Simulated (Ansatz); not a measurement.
# Quasiparticle gap of SrTiO3 (I4/mcm), part 2 of 2

Wanted: the gap of SrTiO3 (I4/mcm) with a many-body correction, and the time that it takes.

Ansatz 0.2.0; HSE06, then G0W0 on it, plane waves, PAW. Known limits of the many-body steps: finite bands, screening cutoff and k mesh; no spin-orbit coupling in G0W0.

So far. Step 2 (HSE06 levels on the mesh and at listed points): Over mesh and listed points the gap is 3.359 eV, direct, at k = Γ.

In doubt: masses and optical values from hybrid runs of this build are listed as unsure (step 3), which bears on the screening that GW takes from such a start.

## 3. G0W0 on the 4×4×4 mesh

G0W0 replaces the xc potential by a self-energy built once from the orbitals of the start. Levels are corrected in the window of bands that the input names, at points of the mesh.

This step: G0W0 on HSE06, plane waves, PAW.

Input file input.yaml:

```yaml
crystal:
  lattice:
    - [-2.7555, 2.7555, 3.898]
    - [2.7555, -2.7555, 3.898]
    - [2.7555, 2.7555, -3.898]
  atoms:
    - { symbol: Sr, position: [0.75, 0.25, 0.5] }
    - { symbol: Sr, position: [0.25, 0.75, 0.5] }
    - { symbol: Ti, position: [0.0, 0.0, 0.0] }
    - { symbol: Ti, position: [0.5, 0.5, 0.0] }
    - { symbol: O, position: [0.25, 0.25, 0.0] }
    - { symbol: O, position: [0.75, 0.75, 0.0] }
    - { symbol: O, position: [0.7451, 0.2451, 0.9902] }
    - { symbol: O, position: [0.2451, 0.2549, 0.5] }
    - { symbol: O, position: [0.2549, 0.7549, 0.0098] }
    - { symbol: O, position: [0.7549, 0.7451, 0.5] }
kpoints:
  mp_grid: { grid: [4, 4, 4] }
hamiltonian:
  xc: hse06
scf:
  occupations: { method: fixed }
gw:
  n_empty_bands: 252
  ecut_chi: 96
  qp_bands: [v3, c3]
  qp_kpoints: band_edges
  screening: { model: contour_deformation }
```

The run is started by

```sh
> ansatz run input.yaml --threads 3 --pin off --max-ram 92160MiB --backend cuda --events-out ev --progress --plain --runs-dir out --devices 1 --max-vram 13GiB  # rebuilt from the run's record
```

Numbers of over 12 decimals in the logs are rounded to 6 here.

What it wrote:

```text
GPUs: using 1 of 1 available (devices: 1).
[...]
GPU FFT provider: cuFFT
GPU libraries: cuBLAS 13.8.2, cuFFT 12.4.0, cuSOLVER 12.3.4
Crystal: 10 atoms, lattice volume = 118.387 Å³
Basis set: ecut = 420 eV, 2277 PW (Γ)
Bands: 50, of which v1, the nominal top of the filled ones, is band 40 counted from 1 (39 counted from 0)
Symmetry: 16 space group operations
[...]
k-points: 13 of 64
[...]
GPU buffer pool allocated for 64000 grid points (all kernels)
[...]
SCF iter   1: F=—  HF=-15508.922438 eV  |F-HF|=—  |Δ(HF+E_count)|=         —  Δρ=1.98e-3  dr2=1.91e-3  ethr=1.77e-3  ⟨swp⟩=7.8  Hψ=2951  notcnv=0
[...]
SCF iter   4: F=-15508.925122 eV  HF=-15508.925096 eV  |F-HF|=2.62e-5  |Δ(HF+E_count)|=   2.29e-5  Δρ=2.15e-4  dr2=1.02e-5  ethr=1.36e-8  ⟨swp⟩=4.1  Hψ=3288  notcnv=0
SCF 1 stopped early in 4 iterations: F = -15508.925122 eV  dr2 = 1.02e-5
[...]
GPU FFT provider: cuFFT
GPU libraries: cuBLAS 13.8.2, cuFFT 12.4.0, cuSOLVER 12.3.4
[...]
GPU buffer pool allocated for 64000 grid points (all kernels)
[...]
Frozen-core exchange: fock
SCF iter   1: F=—  HF=-15512.699761 eV  |F-HF|=—  |Δ(HF+E_count)|=         —  Δρ=2.73e-2  dr2=1.31e0  ethr=1.27e-7  ⟨swp⟩=10.7  Hψ=4193  notcnv=0
[...]
SCF iter   6: F=-15512.399370 eV  HF=-15512.399393 eV  |F-HF|=2.28e-5  |Δ(HF+E_count)|=   5.55e-4  Δρ=2.45e-4  dr2=3.35e-5  ethr=1.27e-7  ⟨swp⟩=4.0  Hψ=1949  notcnv=0
SCF 2 stopped early in 6 iterations: F = -15512.399370 eV  dr2 = 3.35e-5
[...]
hybrid outer 1: dexx = +5.808e-2 eV, tail = 2.14e-4 eV
GPU FFT provider: cuFFT
GPU libraries: cuBLAS 13.8.2, cuFFT 12.4.0, cuSOLVER 12.3.4
GPU buffer pool allocated for 64000 grid points (all kernels)
[...]
Frozen-core exchange: fock
SCF iter   1: F=—  HF=-15512.397847 eV  |F-HF|=—  |Δ(HF+E_count)|=         —  Δρ=8.15e-5  dr2=4.39e-6  ethr=1.34e-6  ⟨swp⟩=3.0  Hψ=1535  notcnv=0
[...]
SCF iter   5: F=-15512.397851 eV  HF=-15512.397851 eV  |F-HF|=7.10e-9  |Δ(HF+E_count)|=   1.10e-7  Δρ=3.10e-6  dr2=1.04e-8  ethr=1.08e-11  ⟨swp⟩=3.8  Hψ=3245  notcnv=0
eigensolver tolerance schedule: the retry pair's looser diagonalisation over-reported the residual by 0.12 of it (diagonalisation noise at 0.12 of the residual, at the tolerance the schedule requests for it); recorded, not acted on — ethr = c·dr2/N_el stays at c = 1.0e-1
SCF 3 converged in 5 iterations: F = -15512.397851 eV  dr2 = 1.04e-8
[...]
NSCF: frozen V_eff on 13 k-points
Exchange-term sweep: 0 of 13 (spin, k) points
Exchange-term sweep: 1 of 13 (spin, k) points
Exchange-term sweep: 2 of 13 (spin, k) points
Exchange-term sweep: 3 of 13 (spin, k) points
Exchange-term sweep: 4 of 13 (spin, k) points
Exchange-term sweep: 5 of 13 (spin, k) points
Exchange-term sweep: 6 of 13 (spin, k) points
Exchange-term sweep: 7 of 13 (spin, k) points
Exchange-term sweep: 8 of 13 (spin, k) points
Exchange-term sweep: 9 of 13 (spin, k) points
Exchange-term sweep: 10 of 13 (spin, k) points
Exchange-term sweep: 11 of 13 (spin, k) points
Exchange-term sweep: 12 of 13 (spin, k) points
Exchange-term sweep: 13 of 13 (spin, k) points
G₀W₀ screening: q 1/13
[... further progress lines ...]
[...]
Free energy (F): -15512.397851 eV
Frozen-core exchange: fock
[...]
Internal energy: -15512.397851 eV  (E = F + TS)
E sigma→0 (E₀):  -15512.397851 eV
Fermi energy:    9.047666 eV
[...]
--- Band table (eV; the first three rows and the last of 13) ---
  k-point 0: bands = [... 36 lower, 8.6804, 9.0412, 9.0477, 9.0477, 12.4072, 12.4072, 12.4083, 14.8513, ... 1 higher]
  k-point 1: bands = [... 36 lower, 8.3352, 8.4163, 8.4164, 9.0048, 12.4982, 13.5425, 13.5437, 14.8398, ... 1 higher]
  k-point 2: bands = [... 36 lower, 7.3588, 8.2592, 8.2594, 8.9621, 12.5942, 14.5399, 14.5411, 14.5535, ... 1 higher]
  k-point 12: bands = [... 36 lower, 7.3531, 8.2618, 8.2618, 8.9609, 12.5958, 14.5228, 14.5228, 14.5801, ... 1 higher]
  guard bands above this table: 5 of the run's 50 bands. The solve was not asked for them (output.publish_guard_bands: true or output.eigenvalues: true publishes all)
--- G₀W₀: contour deformation, 6 samples at zero and on the imaginary axis and 2 off it, 64 q-points, 252 empty bands' worth ---
  eigenvalues of the whole cell's RPA ε∞ on this k-mesh (on a slab, of 1 + 4πα/V) = 4.4621, 4.4621, 4.4627; static W/v taken at q = 0 is 0.224099
  bands read: the sum over 292 bands ends inside a degenerate multiplet in 1 slot, whose members it reads at an even weight; the widest, k=0: bands 292 to 293 (counted from 1) at 1/2 each
  gw.qp_kpoints: band_edges: 11 of 13 stored k-points solved, in 1 pass; an edge of the gap read off the rows below is read off those points alone
    valence top: of the k-points left out ik 10 came nearest to being solved in a further pass, in band 40 (counted from 1, as in the quasiparticle table): it holds the edge there only if its correction is more favourable than any solved in that band by at least 0.554 eV; those differ by 0.072 eV
    conduction bottom: of the k-points left out ik 10 came nearest to being solved in a further pass, in band 41 (counted from 1, as in the quasiparticle table): it holds the edge there only if its correction is more favourable than any solved in that band by at least 1.100 eV; those differ by 0.065 eV
    ik  band        ε_KS         Σx   Σc(E_QP)       V_xc       Z   E_QP_lin       E_QP  E_QP is
     0    38      9.0412   -26.1328     4.4493   -22.1140  0.7686     9.4695     9.4716  root
     0    39      9.0477   -26.1439     4.4495   -22.1257  0.7686     9.4768     9.4790  root
     0    40      9.0477   -26.1439     4.4495   -22.1257  0.7686     9.4768     9.4790  root
     0    41     12.4072   -12.0222    -5.7999   -18.6540  0.7841    13.2472    13.2392  root
     0    42     12.4072   -12.0222    -5.7999   -18.6540  0.7841    13.2472    13.2392  root
     0    43     12.4083   -12.0217    -5.8022   -18.6561  0.7841    13.2486    13.2405  root
     1    38      8.4163   -26.1708     4.2516   -22.3291  0.7744     8.8243     8.8262  root
     1    39      8.4164   -26.1718     4.2517   -22.3302  0.7744     8.8246     8.8264  root
     1    40      9.0048   -26.0662     4.4455   -22.0459  0.7684     9.4279     9.4300  root
     1    41     12.4982   -12.1727    -5.8947   -18.9102  0.7813    13.3495    13.3410  root
     1    42     13.5425   -13.4249    -5.8641   -20.1809  0.7658    14.4453    14.4343  root
     1    43     13.5437   -13.4278    -5.8645   -20.1844  0.7657    14.4468    14.4358  root
     2    38      8.2592   -26.1152     4.3123   -22.2005  0.7734     8.6549     8.6567  root
     2    39      8.2594   -26.1153     4.3125   -22.2003  0.7734     8.6551     8.6569  root
     2    40      8.9621   -25.9887     4.4415   -21.9660  0.7683     9.3789     9.3810  root
     2    41     12.5942   -12.3460    -5.9991   -19.1995  0.7782    13.4576    13.4486  root
     2    42     14.5399   -14.2454    -6.3258   -21.4871  0.7451    15.4702    15.4558  root
     2    43     14.5411   -14.2404    -6.3267   -21.4825  0.7450    15.4708    15.4564  root
     3    38      8.6200   -25.6126     4.4293   -21.5680  0.7669     9.0029     9.0047  root
     3    39      8.6215   -25.6185     4.4287   -21.5748  0.7669     9.0047     9.0065  root
     3    40      8.8391   -25.9473     4.4594   -21.8985  0.7675     9.2477     9.2497  root
     3    41     12.9836   -12.5938    -5.8863   -19.3360  0.7755    13.8488    13.8394  root
     3    42     13.0685   -12.7756    -5.8068   -19.4449  0.7745    13.9406    13.9310  root
     3    43     13.0695   -12.7782    -5.8072   -19.4482  0.7744    13.9418    13.9323  root
     4    38      7.8054   -24.7098     4.3890   -20.6307  0.7619     8.1139     8.1152  root
     4    39      8.0084   -25.6282     4.2711   -21.7439  0.7681     8.3934     8.3953  root
     4    40      8.7245   -25.7776     4.4469   -21.7267  0.7671     9.1187     9.1206  root
     4    41     13.1508   -12.9470    -5.9592   -19.7808  0.7708    14.0355    14.0254  root
     4    42     14.3075   -13.7095    -6.2951   -20.8967  0.7516    15.2126    15.1996  root
     4    43     14.3107   -13.6693    -6.2509   -20.8116  0.7524    15.2149    15.2021  root
     5    38      8.0823   -25.3220     4.3919   -21.2871  0.7643     8.4376     8.4393  root
     5    39      8.3723   -25.5373     4.4791   -21.4266  0.7646     8.7390     8.7407  root
     5    40      8.3723   -25.5373     4.4791   -21.4266  0.7646     8.7390     8.7407  root
     5    41     14.0698   -13.2454    -6.3476   -20.4623  0.7565    14.9509    14.9391  root
     5    42     14.0698   -13.2454    -6.3476   -20.4623  0.7565    14.9509    14.9391  root
     5    43     14.1227   -13.1773    -6.2402   -20.2848  0.7577    15.0016    14.9899  root
     7    38      7.6143   -25.7747     4.2076   -21.9267  0.7723     7.9724     7.9739  root
     7    39      8.3697   -25.3474     4.4082   -21.2988  0.7653     8.7277     8.7293  root
     7    40      8.3697   -25.3474     4.4082   -21.2988  0.7653     8.7277     8.7293  root
     7    41     13.6285   -13.4845    -6.0457   -20.4271  0.7623    14.5369    14.5253  root
[...]
11    38      7.6156   -25.7747     4.2076   -21.9270  0.7723     7.9739     7.9754  root
    11    39      8.3709   -25.3484     4.4084   -21.2998  0.7654     8.7290     8.7307  root
    11    40      8.3713   -25.3515     4.4084   -21.3031  0.7654     8.7296     8.7312  root
    11    41     13.6283   -13.4850    -6.0451   -20.4270  0.7623    14.5367    14.5252  root
    11    42     13.6300   -13.4879    -6.0451   -20.4302  0.7623    14.5387    14.5271  root
    11    43     14.5468   -14.1918    -6.3678   -21.4727  0.7448    15.4742    15.4598  root
    12    38      8.2618   -26.1153     4.3125   -22.2005  0.7734     8.6576     8.6594  root
    12    39      8.2618   -26.1153     4.3125   -22.2005  0.7734     8.6576     8.6594  root
    12    40      8.9609   -25.9894     4.4415   -21.9667  0.7682     9.3776     9.3797  root
    12    41     12.5958   -12.3489    -5.9994   -19.2030  0.7782    13.4595    13.4505  root
    12    42     14.5228   -14.2330    -6.3309   -21.4797  0.7453    15.4530    15.4386  root
    12    43     14.5228   -14.2330    -6.3309   -21.4797  0.7453    15.4530    15.4386  root
```

The job ended after 52 s (1 × NVIDIA H100 80GB HBM3 (shared by 6 runs) with 3 threads of AMD EPYC 7R13 (Zen 3), shared host; peak memory 2 GiB; 82 s of CPU time).

Numbers from this step:

- bands summed: 292
- RPA ε∞ on this mesh (eigenvalues): 4.462, 4.462, 4.463
- plane waves in the screening matrix: 259
- q-points in the mesh: 64
- G0W0 gap over the corrected points: 3.760 eV
- k of the valence top: 0, 0, 0
- k of the conduction bottom: 0, 0, 0
- starting gap on the mesh: 3.360 eV
- Z at the valence top: 0.7686
- Z at the conduction bottom: 0.7841
- least direct G0W0 gap over the corrected points: 3.760 eV

Over 11 of 13 irreducible mesh points the G0W0 gap is 3.760 eV, direct, at k = Γ. The HSE06 gap of this run on the mesh is 3.360 eV. The two states that bound the G0W0 gap lie that far apart at the start, so the correction of the gap is 3.760 − 3.360 = +0.400 eV.

Labels follow the order of the start: v1 is the top filled band, c1 the lowest empty one; levels that stay degenerate share a row, the window can cut a multiplet, doubted levels are not marked in this list, bands outside the window were not corrected, and the list may be a part of the corrected levels. The levels before and after the correction (eV, zero at the valence-band top of each column):

```
       conduction bottom  valence top
HSE06               3.36         0.00
 G0W0               3.76         0.00
```

```
         level  occupation  energy (eV)
HSE06     Γ v3           2       -0.006
HSE06  Γ v2-v1           2        0.000
HSE06  Γ c1-c3           0        3.360
 G0W0     Γ v3           2       -0.007
 G0W0  Γ v2-v1           2        0.000
 G0W0  Γ c1-c3           0        3.760
```

The parts of the quasiparticle energy for the two states that bound the G0W0 gap, in eV on the run's own scale (QP = start + Σx + Σc − Vxc, with Σc at the quasiparticle energy):

```
             edge  k  band   start       Σx      Σc      Vxc      Z      QP
      valence top  Γ    39   9.048  −26.144   4.449  −22.126  0.769   9.479
conduction bottom  Γ    41  12.407  −12.022  −5.800  −18.654  0.784  13.239
```

For a hybrid start, Vxc holds its share of exact exchange.

## 4. Side by side

Each gap is the least one over the points named; times are wall times on shared hosts, not benchmarks. A G0W0 time includes the run's own self-consistent start. Runs with listed points see these and the mesh alone, so an edge that moves elsewhere is missed.

```
     level   mesh       files, cutoff  bands summed, screening                            points  gap (eV)  valence top  conduction bottom  least direct gap (eV)  time
     HSE06  4×4×4  soft_2 PAW, 420 eV                        -            mesh and listed points     3.359            Γ                  Γ                  3.359  22 s
G0W0@HSE06  4×4×4  soft_2 PAW, 420 eV               292, 96 eV  11 of 13 irreducible mesh points     3.760            Γ                  Γ                  3.760  52 s
```

## 5. Results

```yaml
hse06_gap_over_mesh_and_listed_points: 3.359 eV, direct, at k = Γ
g0w0_hse06_gap_over_11_of_13_irreducible_mesh_points: 3.760 eV, direct, at k = Γ
gw_settings: 4×4×4 mesh, 252 empty bands, screening to 96 eV
known_limits: finite bands, screening cutoff and k mesh; no spin-orbit coupling in G0W0
```

Over 11 of 13 irreducible mesh points the G0W0 gap is 3.760 eV, direct, at k = Γ. The HSE06 gap of this run on the mesh is 3.360 eV. The two states that bound the G0W0 gap lie that far apart at the start, so the correction of the gap is 3.760 − 3.360 = +0.400 eV. The valence state moves by 9.479 − 9.048 = +0.431 eV and the conduction state by 13.239 − 12.407 = +0.832 eV, on the run's own scale; how far single levels stand from their limit in bands is not shown. Both edges that HSE06 shows over mesh and listed points lie at k points where levels were corrected. Levels at other points were not corrected, so a lower G0W0 gap elsewhere in the zone is not ruled out. No second run with other bands and screening cutoff is shown, so the distance to the basis limit is not known. On another start, G0W0@PBE runs of this series (4×4×4 mesh, soft_2 PAW; not shown as steps) give 3.682 eV with 129 bands and 48 eV, 3.449 eV with 292 bands and 96 eV and 3.465 eV with 584 bands and 160 eV. G0W0 on other starts in this series, not shown as steps and not all at these settings: 3.449 eV on PBE (4×4×4, soft_2 PAW, 292 bands, 96 eV) and 3.443 eV on r2SCAN (4×4×4, soft_2 PAW, 292 bands, 96 eV). Two runs of this series at another level, not shown as steps, test spin-orbit coupling. PBE+SOC against PBE: 1.888 − 1.903 = −0.015 eV, with the same mesh, set of files (read in its fully relativistic form for the spin-orbit run) and cutoff, and both edges at the same k points. The spin-orbit run sees mesh and listed points alone, so its gap is an upper bound: the coupling can move an edge off these points, and the change over the zone, its sign included where it is small, is not known. What spin-orbit coupling does to the G0W0 levels was not computed, so no sum with the G0W0 gap is formed. The G0W0 runs are scalar-relativistic. No pair of G0W0 runs that differ in the mesh alone is shown (4×4×4 is a supercell whose nearest images lie 22 Å apart), so the error from the mesh is not known here. G0W0 is shown with one set of atomic data (soft_2 PAW), so the error from the files is not known here.

[Paths, hosts, dates, memory and timing lines, banners, echoed tables and standing remarks are left out of the program output.]

[Logs are printed without paths, hosts, clocks, repeated set-up lines and the standing remarks that a program may print on its own settings, such as how far it seeks lower states.]

[Runs of the session that timed out or met a known fault of the program may be left out.]

[Cells called generated may have been cut or substituted from an entry of the Crystallography Open Database or the Materials Project.]

[Hosts, paths, dates, database ids (printed as entryN), source tags and the programs' standing remarks are cut or masked in the printed files.]

[Where an RPA ε∞ is given, it is that of the G0W0 mesh and is not shown converged in it. Names of k-points follow the symmetry that the program found, which can be lower than the space group named. Band edges on a path are those of the sampled points; other points can move an edge, and change direct to indirect where valleys lie close.]

[Hybrid gaps are those of their k-mesh and are not shown converged in it.]
